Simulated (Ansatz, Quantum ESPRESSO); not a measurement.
# puckered PAs, 1 layer: biaxial strain by an ASE script, part 2 of 2

How do the band edges of puckered PAs, 1 layer move against the vacuum when the sheet is stretched?

Quantum ESPRESSO 7.5; plane-wave DFT, PBE, GBRV ultrasoft pseudopotentials; geometry by Ansatz 0.2.0 with PAW datasets.

So far: The structure; Relaxation with Ansatz.

## (3) The script

Under ESM bc1 levels count from the vacuum, or from the mean of the two vacuum levels where the sheet has a dipole, so band edges at unlike strains can be compared.

Level of this step: plane-wave DFT, PBE, GBRV ultrasoft pseudopotentials (Quantum ESPRESSO 7.5).

File run.py:

```python
import json
import numpy as np
from ase import Atoms
from ase.calculators.espresso import Espresso, EspressoProfile

profile = EspressoProfile(command='mpirun -n 4 pw.x -nk 4', pseudo_dir='../pseudo')
pseudopotentials = {'As': 'as_pbe_v1.uspp.F.UPF', 'P': 'p_pbe_v1.5.uspp.F.UPF'}
system = {'ecutwfc': 40, 'ecutrho': 200, 'occupations': 'smearing', 'smearing': 'fd', 'degauss': 0.002}


def calculator(name, kpts, **extra):
    data = dict(control=dict(tprnfor=True, verbosity='high', disk_io='none'),
                system=system | extra,
                electrons=dict(conv_thr=1e-09, mixing_beta=0.4, mixing_mode='plain',
                               electron_maxstep=100))
    return Espresso(profile=profile, directory=name, pseudopotentials=pseudopotentials, kpts=kpts, input_data=data)


def centre(atoms):
    z = atoms.positions[:, 2]
    atoms.positions[:, 2] -= (z.max() + z.min()) / 2  # ESM wants the slab about z = 0
    return atoms

sheet = Atoms(
    ['P', 'As', 'As', 'P'],
    scaled_positions=[
        [0.0793217842, 0.0000000000, 0.4372445762],
        [0.4206782431, 0.5000000000, 0.4323953171],
        [0.9206782946, 0.0000000000, 0.5676046970],
        [0.5793216781, 0.5000000000, 0.5627554097]],
    cell=[
        [4.691973918144, 0.000000000000, 0.000000000000],
        [0.000000000000, 3.500312500825, 0.000000000000],
        [0.000000000000, 0.000000000000, 17.360000000000]],
    pbc=True)

rows = []
for strain in [-0.03, -0.015, 0.0, 0.015, 0.03]:
    atoms = sheet.copy()
    atoms.set_cell(sheet.cell.array * [[1 + strain], [1 + strain], [1]], scale_atoms=True)
    atoms = centre(atoms)
    atoms.calc = calculator(f's{strain:+.3f}', (8, 12, 1), assume_isolated='esm', esm_bc='bc1', nbnd=14)
    energy = atoms.get_potential_energy()
    levels = np.array([atoms.calc.get_eigenvalues(kpt=i) for i in range(len(atoms.calc.get_ibz_k_points()))])
    top, bottom = levels[:, 9].max(), levels[:, 10].min()
    direct = (levels[:, 10] - levels[:, 9]).min()
    rows.append([strain, energy, top, bottom, direct])
    print(f'strain {strain:+.3f}: E = {energy:.5f} eV, valence top {top:.3f}, conduction bottom {bottom:.3f}, '
          f'gap {bottom - top:.3f}, least direct gap {direct:.3f} eV')

x, energy, top, bottom, direct = np.array(rows).T
area = np.linalg.norm(np.cross(*sheet.cell[:2]))
stiffness = np.polyfit(x, energy, 2)[0] / area * 16.0218  # C11 + C12, heights clamped
print(f'valence and conduction edges move by {np.polyfit(x, top, 1)[0]:.2f} and {np.polyfit(x, bottom, 1)[0]:.2f} eV per unit biaxial strain')
print(f'C11 + C12 with clamped heights: {stiffness:.1f} N/m')
json.dump(dict(rows=rows, stiffness=stiffness), open('result.json', 'w'))
```

The run is started by

```bash
$ OMP_NUM_THREADS=1 python run.py
```

Log:

```text
strain -0.030: E = -1517.67475 eV, valence top -4.637, conduction bottom -4.162, gap 0.475, least direct gap 0.475 eV
strain -0.015: E = -1517.76489 eV, valence top -4.748, conduction bottom -4.050, gap 0.698, least direct gap 0.698 eV
strain +0.000: E = -1517.79741 eV, valence top -4.856, conduction bottom -3.944, gap 0.912, least direct gap 0.912 eV
strain +0.015: E = -1517.78045 eV, valence top -4.961, conduction bottom -3.844, gap 1.117, least direct gap 1.117 eV
strain +0.030: E = -1517.72118 eV, valence top -5.061, conduction bottom -3.791, gap 1.270, least direct gap 1.312 eV
valence and conduction edges move by -7.08 and 6.32 eV per unit biaxial strain
C11 + C12 with clamped heights: 107.9 N/m
```

Run time: 9.6 min. Hardware: 4 MPI ranks of Arm Neoverse N1, shared host; peak memory 0.8 GiB.

The input that ASE wrote for the first run, and its log:

```
&CONTROL
   verbosity        = 'high'
   tprnfor          = .true.
   disk_io          = 'none'
   pseudo_dir       = '../pseudo'
/
&SYSTEM
   nbnd             = 14
   ecutwfc          = 40
   ecutrho          = 200
   occupations      = 'smearing'
   degauss          = 0.002
   smearing         = 'fd'
   assume_isolated  = 'esm'
   esm_bc           = 'bc1'
   ntyp             = 2
   nat              = 4
   ibrav            = 0
/
&ELECTRONS
   electron_maxstep = 100
   conv_thr         = 1e-09
   mixing_mode      = 'plain'
   mixing_beta      = 0.4
/
&IONS
/
&CELL
/
&FCP
/
&RISM
/
ATOMIC_SPECIES
P 30.973761998 p_pbe_v1.5.uspp.F.UPF
As 74.921595 as_pbe_v1.uspp.F.UPF

K_POINTS automatic
8 12 1  0 0 0

CELL_PARAMETERS angstrom
4.55121470059968 0.00000000000000 0.00000000000000
0.00000000000000 3.39530312580025 0.00000000000000
0.00000000000000 0.00000000000000 17.36000000000000

ATOMIC_POSITIONS angstrom
P 0.3610104703 0.0000000000 -1.0894342796  
As 1.9145970042 1.6976515629 -1.1736174175  
As 4.1902045889 0.0000000000 1.1736174175  
P 2.6366173377 1.6976515629 1.0894337900
```

```text
Program PWSCF v.7.5 starts
[citation notice left out]

     Parallel version (MPI & OpenMP), running on       4 processor cores
     Number of MPI processes:                 4
     Threads/MPI process:                     1

     MPI processes distributed on     1 nodes
[... 1 line left out ...]

Warning: card &CELL ignored
Warning: card &FCP ignored
Warning: card &RISM ignored

     Current dimensions of program PWSCF are:
     Max number of different atomic species (ntypx) = 10
     Max number of k-points (npk) =  40000
     Max angular momentum in pseudopotentials (lmaxx) =  4
     Message from routine setup:
     using ibrav=0 with symmetry is DISCOURAGED, use correct ibrav instead

     K-points division:     npool     =       4
     Subspace diagonalization in iterative solution of the eigenvalue problem:
     a serial algorithm will be used

     G-vector sticks info
     --------------------
     sticks:   dense  smooth     PW     G-vecs:    dense   smooth      PW
     Sum         879     699    213                86573    61847   10173

     Using Slab Decomposition

     bravais-lattice index     =            0
     lattice parameter (alat)  =       8.6005  a.u.
     unit-cell volume          =    1810.3069 (a.u.)^3
     number of atoms/cell      =            4
     number of atomic types    =            2
     number of electrons       =        20.00
     number of Kohn-Sham states=           14
     kinetic-energy cutoff     =      40.0000  Ry
     charge density cutoff     =     200.0000  Ry
     scf convergence threshold =      1.0E-09
     mixing beta               =       0.4000
     number of iterations used =            8  plain     mixing
     Exchange-correlation= SLA  PW   PBE  PBE
                           (   1   4   3   4   0   0   0)

     Effective Screening Medium Method
     =================================
     Boundary Conditions: Vacuum-Slab-Vacuum
     total charge in unit cell        =   0.0000
     grid points for fit at edges     =        4

[... 10 lines left out ...]
     PseudoPot. # 1 for P  read from file:
     ../pseudo/p_pbe_v1.5.uspp.F.UPF
     Pseudo is Ultrasoft + core correction, Zval =  5.0
     Generated by new atomic code, or converted to UPF format
     Using radial grid of  903 points,  6 beta functions with:
                l(1) =   0
                l(2) =   0
                l(3) =   1
                l(4) =   1
                l(5) =   2
                l(6) =   2
     Q(r) pseudized with  8 coefficients,  rinner =    1.300   1.300   1.300
                                                       1.300   1.300

     PseudoPot. # 2 for As read from file:
     ../pseudo/as_pbe_v1.uspp.F.UPF
     Pseudo is Ultrasoft + core correction, Zval =  5.0
     Generated by new atomic code, or converted to UPF format
     Using radial grid of  875 points,  6 beta functions with:
                l(1) =   0
                l(2) =   0
[... 625 lines left out ...]
     estimated scf accuracy    <          6.5E-10 Ry
     smearing contrib. (-TS)   =      -0.00000018 Ry
     internal energy E=F+TS    =    -111.54704633 Ry

     The total energy is F=E-TS. E is the sum of the following terms:
     one-electron contribution =     262.84811495 Ry
     hartree contribution      =    -129.83751489 Ry
     xc contribution           =     -74.93523694 Ry
     ewald contribution        =    -169.62240945 Ry

     convergence has been achieved in  14 iterations

     negative rho (up, down):  3.132E-04 0.000E+00

     Forces acting on atoms (cartesian axes, Ry/au):

     atom    1 type  1   force =    -0.02637731    0.00000000   -0.00360747
     atom    2 type  2   force =     0.02637731    0.00000000   -0.00837887
     atom    3 type  2   force =     0.02637731   -0.00000000    0.00837887
     atom    4 type  1   force =    -0.02637731   -0.00000000    0.00360747
     The non-local contrib.  to forces
     atom    1 type  1   force =     0.21720375    0.00000000    0.24075024
     atom    2 type  2   force =     0.31775869    0.00000000   -0.41076103
     atom    3 type  2   force =     0.31775869    0.00000000    0.41076103
     atom    4 type  1   force =     0.21720375    0.00000000   -0.24075024
     The ionic contribution  to forces
     atom    1 type  1   force =    -1.32320640   -0.00000000  -10.92674272
     atom    2 type  2   force =     1.32320592    0.00000000  -11.75560838
     atom    3 type  2   force =     1.32320437   -0.00000000   11.75560974
     atom    4 type  1   force =    -1.32320389    0.00000000   10.92674136
     The local contribution  to forces
     atom    1 type  1   force =     1.09204983    0.00000000   10.69653680
     atom    2 type  2   force =    -1.64678037    0.00000000   12.20079445
     atom    3 type  2   force =    -1.64678482   -0.00000000  -12.20080812
     atom    4 type  1   force =     1.09205150    0.00000000  -10.69653801
     The core correction contribution to forces
     atom    1 type  1   force =    -0.01242910    0.00000000   -0.01412035
     atom    2 type  2   force =     0.03219756   -0.00000000   -0.04277806
     atom    3 type  2   force =     0.03219765    0.00000000    0.04277821
     atom    4 type  1   force =    -0.01242931   -0.00000000    0.01412036
     The Hubbard contrib.    to forces
     atom    1 type  1   force =     0.00000000    0.00000000    0.00000000
     atom    2 type  2   force =     0.00000000    0.00000000    0.00000000
     atom    3 type  2   force =     0.00000000    0.00000000    0.00000000
     atom    4 type  1   force =     0.00000000    0.00000000    0.00000000
     The SCF correction term to forces
     atom    1 type  1   force =     0.00000253    0.00000000   -0.00003272
     atom    2 type  2   force =    -0.00000163    0.00000000   -0.00003193
     atom    3 type  2   force =    -0.00000163    0.00000000    0.00003193
     atom    4 type  1   force =     0.00000253   -0.00000000    0.00003272

     Total force =     0.054309     Total SCF correction =     0.000065
     Message from routine punch:
     Nothing written, as per user request (disk_io='none')

[... 1 line left out ...]

[... 1 line left out ...]

[... 1 line left out ...]

[... 3 lines left out ...]

[... 1 line left out ...]

[... 2 lines left out ...]

[... 1 line left out ...]

[... 1 line left out ...]

=------------------------------------------------------------------------------=
   JOB DONE.
=------------------------------------------------------------------------------=
```

Read from the output:

| Quantity | Value |
| --- | --- |
| biaxial stiffness | 107.9 N/m |

The band edge from the vacuum level by biaxial strain:

```tsv
biaxial strain (%)	valence top (eV)	conduction bottom (eV)
-3.00	-4.64	-4.16
-1.50	-4.75	-4.05
0.00	-4.86	-3.94
1.50	-4.96	-3.84
3.00	-5.06	-3.79
```

The gap by biaxial strain:

```tsv
biaxial strain (%)	on the mesh (eV)	least direct (eV)
-3.00	0.475	0.475
-1.50	0.698	0.698
0.00	0.912	0.912
1.50	1.12	1.12
3.00	1.27	1.31
```

Table of energy over the lowest by biaxial strain:

```tsv
biaxial strain (%)	energy over the lowest (meV)
-3.00	123
-1.50	32.5
0.00	0
1.50	17.0
3.00	76.2
```

## (4) The script: PBE, PseudoDojo norm-conserving

Level of this step: plane-wave DFT, PBE, PseudoDojo norm-conserving pseudopotentials (Quantum ESPRESSO 7.5).

run.py, as its differences from the input of step 3:

```diff
@@ -6,4 +6,4 @@
 profile = EspressoProfile(command='mpirun -n 4 pw.x -nk 4', pseudo_dir='../pseudo')
-pseudopotentials = {'As': 'as_pbe_v1.uspp.F.UPF', 'P': 'p_pbe_v1.5.uspp.F.UPF'}
-system = {'ecutwfc': 40, 'ecutrho': 200, 'occupations': 'smearing', 'smearing': 'fd', 'degauss': 0.002}
+pseudopotentials = {'As': 'As.dojo-sr-pbe-0.4.1-standard.upf', 'P': 'P.dojo-sr-pbe-0.4.1-standard.upf'}
+system = {'ecutwfc': 76, 'ecutrho': 304, 'occupations': 'smearing', 'smearing': 'fd', 'degauss': 0.002}
 
@@ -41,7 +41,7 @@
     atoms = centre(atoms)
-    atoms.calc = calculator(f's{strain:+.3f}', (8, 12, 1), assume_isolated='esm', esm_bc='bc1', nbnd=14)
+    atoms.calc = calculator(f's{strain:+.3f}', (8, 12, 1), assume_isolated='esm', esm_bc='bc1', nbnd=24)
     energy = atoms.get_potential_energy()
     levels = np.array([atoms.calc.get_eigenvalues(kpt=i) for i in range(len(atoms.calc.get_ibz_k_points()))])
-    top, bottom = levels[:, 9].max(), levels[:, 10].min()
-    direct = (levels[:, 10] - levels[:, 9]).min()
+    top, bottom = levels[:, 19].max(), levels[:, 20].min()
+    direct = (levels[:, 20] - levels[:, 19]).min()
     rows.append([strain, energy, top, bottom, direct])
```

The run is started by

```bash
$ OMP_NUM_THREADS=1 python run.py
```

Log:

```text
strain -0.030: E = -6148.89014 eV, valence top -4.645, conduction bottom -4.171, gap 0.474, least direct gap 0.474 eV
strain -0.015: E = -6148.97423 eV, valence top -4.755, conduction bottom -4.059, gap 0.696, least direct gap 0.696 eV
strain +0.000: E = -6149.00194 eV, valence top -4.863, conduction bottom -3.953, gap 0.910, least direct gap 0.910 eV
strain +0.015: E = -6148.98113 eV, valence top -4.967, conduction bottom -3.853, gap 1.114, least direct gap 1.114 eV
strain +0.030: E = -6148.91879 eV, valence top -5.066, conduction bottom -3.799, gap 1.267, least direct gap 1.308 eV
valence and conduction edges move by -7.02 and 6.34 eV per unit biaxial strain
C11 + C12 with clamped heights: 105.7 N/m
```

Elapsed: 39 min, on 4 MPI ranks; peak memory 1.3 GiB.

This step gave:

* biaxial stiffness: 105.7 N/m

Band edge from the vacuum level against biaxial strain:

```tsv
biaxial strain (%)	valence top (eV)	conduction bottom (eV)
-3.00	-4.65	-4.17
-1.50	-4.76	-4.06
0.00	-4.86	-3.95
1.50	-4.97	-3.85
3.00	-5.07	-3.80
```

Table of gap by biaxial strain:

```tsv
biaxial strain (%)	on the mesh (eV)	least direct (eV)
-3.00	0.474	0.474
-1.50	0.696	0.696
0.00	0.910	0.910
1.50	1.11	1.11
3.00	1.27	1.31
```

Table of energy over the lowest by biaxial strain:

```tsv
biaxial strain (%)	energy over the lowest (meV)
-3.00	112
-1.50	27.7
0.00	0
1.50	20.8
3.00	83.1
```

## (5) The arithmetic

Under equal strain ε in the plane, E = A ((C11 + C22)/2 + C12) ε². From the points at ±1.5 %: d²E/dε² = (32.52 + 16.96 − 2 × 0.00) meV / 0.015² = 220 eV, and 220/(2 × 16.423 Å²) × 16.02 = 107 N/m.

## (6) What came out

| Quantity | Value |
| --- | --- |
| (C11 + C22)/2 + C12, heights clamped, PBE, GBRV ultrasoft | 108 N/m |
| gap on the mesh at zero strain, PBE, GBRV ultrasoft | 0.91 eV |
| valence top below the vacuum at zero strain, PBE, GBRV ultrasoft | 4.86 eV |
| shift of the valence top per unit biaxial strain, PBE, GBRV ultrasoft | -7.1 eV |
| (C11 + C22)/2 + C12, heights clamped, PBE, PseudoDojo norm-conserving | 106 N/m |
| gap on the mesh at zero strain, PBE, PseudoDojo norm-conserving | 0.91 eV |
| valence top below the vacuum at zero strain, PBE, PseudoDojo norm-conserving | 4.86 eV |
| shift of the valence top per unit biaxial strain, PBE, PseudoDojo norm-conserving | -7.0 eV |

**Reading.** The sheet's biaxial stiffness comes to 108 N/m and its gap at zero strain to 0.91 eV (PBE, GBRV ultrasoft). From −3 % to +3 % the gap on the mesh goes from 0.47 to 1.27 eV; it is direct at some strains and indirect at others. The conduction bottom bends along the series, so the script's straight-line slope describes it poorly. Heights are clamped under strain, which makes a sheet with several atomic planes too stiff. Semilocal gaps are too small. Spin-orbit coupling is left out; depending on the atoms that carry the levels of interest, it can split and shift them by tens to hundreds of meV.

[Logs are printed without paths, hosts, clocks, repeated set-up lines and the standing remarks that a program may print on its own settings, such as how far it seeks lower states.]

[Hosts, paths, dates, database ids (printed as entryN), source tags and the programs' standing remarks are cut or masked in the printed files.]

[Maps of the electrostatic potential energy from Ansatz leave out the sawtooth potential of an applied field or a dipole correction, so their vacuum need not be flat; planar profiles and work functions include it.]
